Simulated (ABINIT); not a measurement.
# MoS2 (P6_3/mmc): G0W0 with ABINIT, start to end, part 2 of 2

How does a plane-wave GW calculation on MoS2 (P6_3/mmc) run from the first input to the gap?

ABINIT 10.8.3; PBE and many-body steps on it, plane waves. Known limits of the many-body steps: not at the basis limit; no spin-orbit coupling; coarse k mesh.

So far. Step 2 (Ground state): The gap is indirect, with the least direct gap 0.77 eV higher. Step 3 (Empty states on the mesh, 6×6×1 mesh, 170 bands): On this mesh the gap is 0.889 eV.

The database entry behind the starting cell differs from later determinations by our own check (about 0.3 % long), so it need not match the best structure at ambient conditions.

**4. Screening, 6×6×1 mesh, 156 bands, screening to 130.6 eV**

The RPA dielectric matrix is built and inverted for each q.

This step: RPA screening on PBE, plane waves, norm-conserving pseudopotentials.

The input, run.abi:

```
acell 3*1.0 Angstrom
rprim 
  3.169000000004 -0.000000000001 0.000000000000
  -1.584500000001 2.744434504597 0.000000000000
  0.000000000000 0.000000000000 12.324000000000
ntypat 2
znucl 42 16
natom 6
typat 1 1 2 2 2 2
xred 
  0.333333333333 0.666666666667 0.250000000000
  0.666666666667 0.333333333333 0.750000000000
  0.333333333333 0.666666666667 0.623000000000
  0.666666666667 0.333333333333 0.123000000000
  0.333333333333 0.666666666667 0.877000000000
  0.666666666667 0.333333333333 0.377000000000
pp_dirpath "pseudos"
pseudos "Mo.upf, S.upf"
ecut 36
ngkpt 6 6 1
nshiftk 1
shiftk 0 0 0
kptopt 1
chksymbreak 0
istwfk *1
occopt 1
irdwfk 1
optdriver 3
nband 156
ecuteps 4.8
inclvkb 2
awtr 1
symchi 1
indata_prefix "in"
outdata_prefix "out"
tmpdata_prefix "tmp"
```

Launch:

```console
OMP_NUM_THREADS=1 mpirun -n 4 abinit run.abi > log
```

Numbers of over 12 decimals in the logs are rounded to 6 here.

What it wrote:

```text
.Version 10.8.3 of ABINIT. v10.8.2 released Aug 2026.

 Symmetries : space group P6_3/m m c (#194); Bravais hP (primitive hexag.)
[... echo of the input left out ...]
== DATASET  1 ==================================================================
-   mpi_nproc: 4, omp_nthreads: 1 (-1 if OMP is not activated)

--- !DatasetInfo
iteration_state: {dtset: 1, }
dimensions: {natom: 6, nkpt: 7, mband: 156, nsppol: 1, nspinor: 1, nspden: 1, mpw: 7481, }
cutoff_energies: {ecut:  36.0, pawecutdg:  -1.0, }
electrons: {nelect:   5.20000000E+01, charge:   0.00000000E+00, occopt:   1.00000000E+00, tsmear:   1.00000000E-02, }

 SCREENING: Calculation of the susceptibility and dielectric matrices

 Based on a program developped by R.W. Godby, V. Olevano, G. Onida, and L. Reining.
 Incorporated in ABINIT by V. Olevano, G.-M. Rignanese, and M. Torrent.
.Using double precision arithmetic ; gwpc =  8

[... cell and pseudopotentials left out ...]
--------------------------------------------------------------------------------

 ==== K-mesh for the wavefunctions ====
 Number of points in the irreducible wedge :     7
[... list of points left out ...]
 Together with 24 symmetry operations and time-reversal symmetry
 yields    36 points in the full Brillouin Zone.

 ==== Q-mesh for the screening function ====
 Number of points in the irreducible wedge :     7
[... list of points left out ...]
 Together with 24 symmetry operations and time-reversal symmetry
 yields    36 points in the full Brillouin Zone.

 setmesh: FFT mesh size selected  =    20x   20x   90
          total number of points  =        36000

 vcoul_init : cutoff-mode = AUXILIARY_FUNCTION
 q-points for optical limit:   1
     1)      0.000010    0.000020    0.000030

- screening: taking advantage of time-reversal symmetry
- Maximum band index for partially occupied states nbvw = 26
- Remaining bands to be divided among processors   nbcw = 130
- Number of bands treated by each node ~32

 Number of electrons calculated from density =   52.0000; Expected =   52.0000
 average of density, n =  0.071892
 r_s =    1.4919
 omega_plasma =   25.8640 [eV]

 calculating chi0 at frequencies [eV] :
  1    0.000000E+00    0.000000E+00
  2    0.000000E+00    2.586399E+01

--------------------------------------------------------------------------------
  q-point number  1        q = ( 0.000000, 0.000000, 0.000000) [r.l.u.]
--------------------------------------------------------------------------------
[... chi0 elements left out ...]
 For q-point:  0.000010 0.000020 0.000030
  dielectric constant =  14.5215
  dielectric constant without local fields =  16.2943

  Average fulfillment of the sum rule on Im[epsilon] for q-point    1 :     77.14  [%]
[... wings left out ...]
  q-point number  2        q = ( 0.166667, 0.000000, 0.000000) [r.l.u.]
--------------------------------------------------------------------------------
[... chi0 elements left out ...]
  Average fulfillment of the sum rule on Im[epsilon] for q-point    2 :     79.73  [%]

 [... 5 further q-points ...]
```

The job ended after 2 min (4 MPI ranks of Arm Neoverse V2, shared host; peak memory 1.6 GiB; 7.8 min of CPU time).

This step gave:

* ε∞ with local fields, on this mesh, along the program's q direction: 14.52
* the same without local fields: 16.29
* plasma frequency: 25.86 eV
* plane waves in the screening matrix: 341

Local fields lower ε∞ by 11 %. On a Γ-centred mesh this coarse the value itself is usually too large, while a short band sum pulls it down.

**5. Self-energy, 6×6×1 mesh, 156 bands, screening to 130.6 eV**

The self-energy is evaluated for the states that the input lists, and the levels follow from it, in one-shot runs by the linearised quasiparticle equation.

This step: G0W0 on PBE, plane waves, norm-conserving pseudopotentials.

run.abi, as its differences from that of step 4:

```diff
@@ -27,8 +27,19 @@
 irdwfk 1
-optdriver 3
+optdriver 4
 nband 156
+gwcalctyp 0
+ecutsigx 36
+symsigma 1
+nkptgw 3
+kptgw 
+  0.0000000000 0.0000000000 0.0000000000
+  0.1666666667 0.1666666667 0.0000000000
+  0.3333333333 0.3333333333 0.0000000000
+bdgw 
+  25 28
+  25 28
+  25 28
 ecuteps 4.8
-inclvkb 2
-awtr 1
-symchi 1
+irdscr 1
+ppmodel 1
 indata_prefix "in"
```

What it wrote:

```text
.Version 10.8.3 of ABINIT. v10.8.2 released Aug 2026.

 Symmetries : space group P6_3/m m c (#194); Bravais hP (primitive hexag.)
[... echo of the input left out ...]
== DATASET  1 ==================================================================
-   mpi_nproc: 4, omp_nthreads: 1 (-1 if OMP is not activated)

--- !DatasetInfo
iteration_state: {dtset: 1, }
dimensions: {natom: 6, nkpt: 7, mband: 156, nsppol: 1, nspinor: 1, nspden: 1, mpw: 7481, }
cutoff_energies: {ecut:  36.0, pawecutdg:  -1.0, }
electrons: {nelect:   5.20000000E+01, charge:   0.00000000E+00, occopt:   1.00000000E+00, tsmear:   1.00000000E-02, }

 SIGMA: Calculation of the GW corrections

 Based on a program developped by R.W. Godby, V. Olevano, G. Onida, and L. Reining.
 Incorporated in ABINIT by V. Olevano, G.-M. Rignanese, and M. Torrent.
.Using double precision arithmetic ; gwpc =  8

[... cell and pseudopotentials left out ...]
--------------------------------------------------------------------------------

 ==== K-mesh for the wavefunctions ====
 Number of points in the irreducible wedge :     7
[... list of points left out ...]
 Together with 24 symmetry operations and time-reversal symmetry
 yields    36 points in the full Brillouin Zone.

 ==== Q-mesh for screening function ====
 Number of points in the irreducible wedge :     7
[... list of points left out ...]
 Together with 24 symmetry operations and time-reversal symmetry
 yields    36 points in the full Brillouin Zone.

 vcoul_init : cutoff-mode = AUXILIARY_FUNCTION
 q-points for optical limit:   1
     1)      0.000010    0.000020    0.000030
 setmesh: FFT mesh size selected  =    32x   32x  128
          total number of points  =       131072

 Number of electrons calculated from density =   52.0000; Expected =   52.0000
 average of density, n =  0.071892
 r_s =    1.4919
 omega_plasma =   25.8640 [eV]

 === KS Band Gaps ===
  >>>> For spin  1
   Minimum direct gap =   1.6539 [eV], located at k-point      :   0.3333  0.3333  0.0000
   Fundamental gap    =   0.8888 [eV], Top of valence bands at :   0.0000  0.0000  0.0000
                                       Bottom of conduction at :   0.1667  0.1667  0.0000
 SIGMA fundamental parameters:
 PLASMON POLE MODEL  1
 number of plane-waves for SigmaX                 7437
 number of plane-waves for SigmaC and W            341
 number of plane-waves for wavefunctions          7437
 number of bands                                   156
 number of independent spin polarizations            1
 number of spinorial components                      1
 number of k-points in IBZ                           7
 number of q-points in IBZ                           7
 number of symmetry operations                      24
 number of k-points in BZ                           36
 number of q-points in BZ                           36
 number of frequencies for dSigma/dE                 9
 frequency step for dSigma/dE [eV]                0.25
 number of omega for Sigma on real axis              0
 max omega for Sigma on real axis  [eV]           0.00
 zcut for avoiding poles [eV]                     0.10

 EPSILON^-1 parameters (SCR file):
 dimension of the eps^-1 matrix on file            341
 dimension of the eps^-1 matrix used               341
 number of plane-waves for wavefunctions          7437
 number of bands                                   156
 number of q-points in IBZ                           7
 number of frequencies                               2
 number of real frequencies                          1
 number of imag frequencies                          1

 matrix elements of self-energy operator (all in [eV])

 Perturbative Calculation

--- !SelfEnergy_ee
iteration_state: {dtset: 1, }
kpoint     : [   0.000,    0.000,    0.000, ]
spin       : 1
KS_gap     :    2.100
QP_gap     :    2.459
Delta_QP_KS:    0.360
data: !SigmaeeData |
     Band     E0 <VxcDFT>   SigX SigC(E0)      Z dSigC/dE  Sig(E)    E-E0       E
       25   7.290 -15.411 -16.658   1.470   0.777  -0.288 -15.238   0.173   7.463
       26   8.434 -16.391 -17.086   1.015   0.774  -0.291 -16.144   0.247   8.682
       27  10.534 -15.683 -11.194  -3.709   0.778  -0.285 -15.076   0.607  11.141
       28  10.534 -15.683 -11.194  -3.709   0.778  -0.285 -15.076   0.607  11.141

--- !SelfEnergy_ee
iteration_state: {dtset: 1, }
kpoint     : [   0.167,    0.167,    0.000, ]
spin       : 1
KS_gap     :    2.343
QP_gap     :    2.656
Delta_QP_KS:    0.313
data: !SigmaeeData |
     Band     E0 <VxcDFT>   SigX SigC(E0)      Z dSigC/dE  Sig(E)    E-E0       E
       25   6.952 -16.023 -17.484   1.726   0.773  -0.294 -15.818   0.204   7.156
       26   6.980 -16.154 -17.551   1.702   0.773  -0.294 -15.919   0.235   7.215
       27   9.323 -15.123 -11.048  -3.375   0.783  -0.277 -14.575   0.548   9.871
       28  10.062 -16.438 -11.872  -3.680   0.776  -0.289 -15.750   0.687  10.750

--- !SelfEnergy_ee
iteration_state: {dtset: 1, }
kpoint     : [   0.333,    0.333,    0.000, ]
spin       : 1
KS_gap     :    1.654
QP_gap     :    2.164
Delta_QP_KS:    0.510
data: !SigmaeeData |
     Band     E0 <VxcDFT>   SigX SigC(E0)      Z dSigC/dE  Sig(E)    E-E0       E
       25   7.670 -16.162 -16.792   0.978   0.777  -0.286 -15.891   0.271   7.942
       26   7.832 -16.516 -17.090   0.962   0.776  -0.288 -16.216   0.301   8.133
       27   9.486 -17.609 -13.378  -3.184   0.775  -0.291 -16.798   0.811  10.297
       28   9.486 -17.609 -13.378  -3.184   0.775  -0.291 -16.798   0.811  10.297

== END DATASET(S) ==============================================================
================================================================================

 -outvars: echo values of variables after computation  --------
           etotal      0.0000000000E+00
            nband         156
             nkpt           7
          spgroup         194
 [... the other variables as echoed above ...]

 Calculation completed.
```

It took 33 s on 4 MPI ranks; peak memory 1.3 GiB.

Numbers from this step:

* G0W0 gap on the points computed: 1.189 eV
* starting gap on the mesh: 0.8887 eV
* k of the valence top: 0, 0, 0
* k of the conduction bottom: 0.1667, 0.1667, 0
* Z at the valence top: 0.774
* Z at the conduction bottom: 0.783
* least direct G0W0 gap on the computed points: 2.164 eV

The gap on the mesh goes from 0.89 eV to 1.19 eV, a correction of +0.30 eV.

Limits: finite bands, cutoff and mesh; no spin-orbit coupling; coarse k mesh. v1 is the top filled band, c1 the lowest empty one. The levels before and after the correction (eV, zero at the valence-band top of each column):

|  | conduction bottom | valence top |
| --- | --- | --- |
| Kohn-Sham | 0.89 | 0.00 |
| G0W0 | 1.19 | 0.00 |

|  | level | energy (eV) |
| --- | --- | --- |
| Kohn-Sham | Γ v2 | -1.145 |
| Kohn-Sham | Γ v1 | 0.000 |
| Kohn-Sham | Γ c1-c2 | 2.100 |
| Kohn-Sham | (0.167 0.167 0) v2 | -1.483 |
| Kohn-Sham | (0.167 0.167 0) v1 | -1.454 |
| Kohn-Sham | (0.167 0.167 0) c1 | 0.889 |
| Kohn-Sham | (0.167 0.167 0) c2 | 1.628 |
| G0W0 | Γ v2 | -1.219 |
| G0W0 | Γ v1 | 0.000 |
| G0W0 | Γ c1-c2 | 2.459 |
| G0W0 | (0.167 0.167 0) v2 | -1.526 |
| G0W0 | (0.167 0.167 0) v1 | -1.467 |
| G0W0 | (0.167 0.167 0) c1 | 1.189 |
| G0W0 | (0.167 0.167 0) c2 | 2.068 |

**6. Where the time went**

Times are wall times on 4 MPI ranks of Arm Neoverse V2, shared host, good to a factor of about two.

| step | time | share | memory (GiB) |
| --- | --- | --- | --- |
| ground state | 44 s | 16 % | 0.44 |
| empty states on the mesh | 86 s | 31 % | 0.5 |
| screening | 2 min | 42 % | 1.6 |
| self-energy | 33 s | 12 % | 1.3 |

**7. Results**

```yaml
pbe_gap: 0.89 eV, indirect
g0w0_gap_on_the_mesh: 1.19 eV
gw_settings: 6×6×1 mesh, 156 bands, screening to 130.6 eV, Godby-Needs plasmon pole
known_limits: not at the basis limit; no spin-orbit coupling; coarse k mesh
```

In words: G0W0 moves the gap on the mesh from 0.89 eV to 1.19 eV (+0.30 eV), with Z of 0.77 and 0.78 at the edges. Local fields lower the RPA ε∞ on this mesh from 16.29 to 14.52; a Γ-centred mesh this coarse tends to raise both, most where the direct gap is narrow, while a short band sum lowers them. Only 3 of the mesh's irreducible points were corrected, so a valley elsewhere could overtake. Bands and cutoff are finite, so the gap is not at the basis limit. The miss can reach some tenths of an eV and take either sign; the mesh is an error of its own. In the G0W0 run levels were corrected at 3 k points alone, so a gap called «on the mesh» is the least over those, and an edge elsewhere would be missed. The 6×6×1 mesh is coarse for this cell, which bears on the long-range parts of exchange and screening. The many-body steps are scalar-relativistic: spin-orbit coupling is not in them.

[Paths, hosts, dates, memory and timing lines, banners, echoed tables and standing remarks are left out of the program output.]

[Logs are printed without paths, hosts, clocks, repeated set-up lines and the standing remarks that a program may print on its own settings, such as how far it seeks lower states.]

[Runs of the session that timed out or met a known fault of the program may be left out.]

[Hosts, paths, dates, database ids (printed as entryN), source tags and the programs' standing remarks are cut or masked in the printed files.]

[G0W0 gaps are taken among the corrected bands and points alone; a level outside them can change the order at an edge.]

[Where Ansatz stands beside ABINIT at settings called matched, ABINIT's density can come from a denser mesh and the files from another edition; pairs whose starting gaps differed by over 0.03 eV were left out, so agreement reads better than it is.]
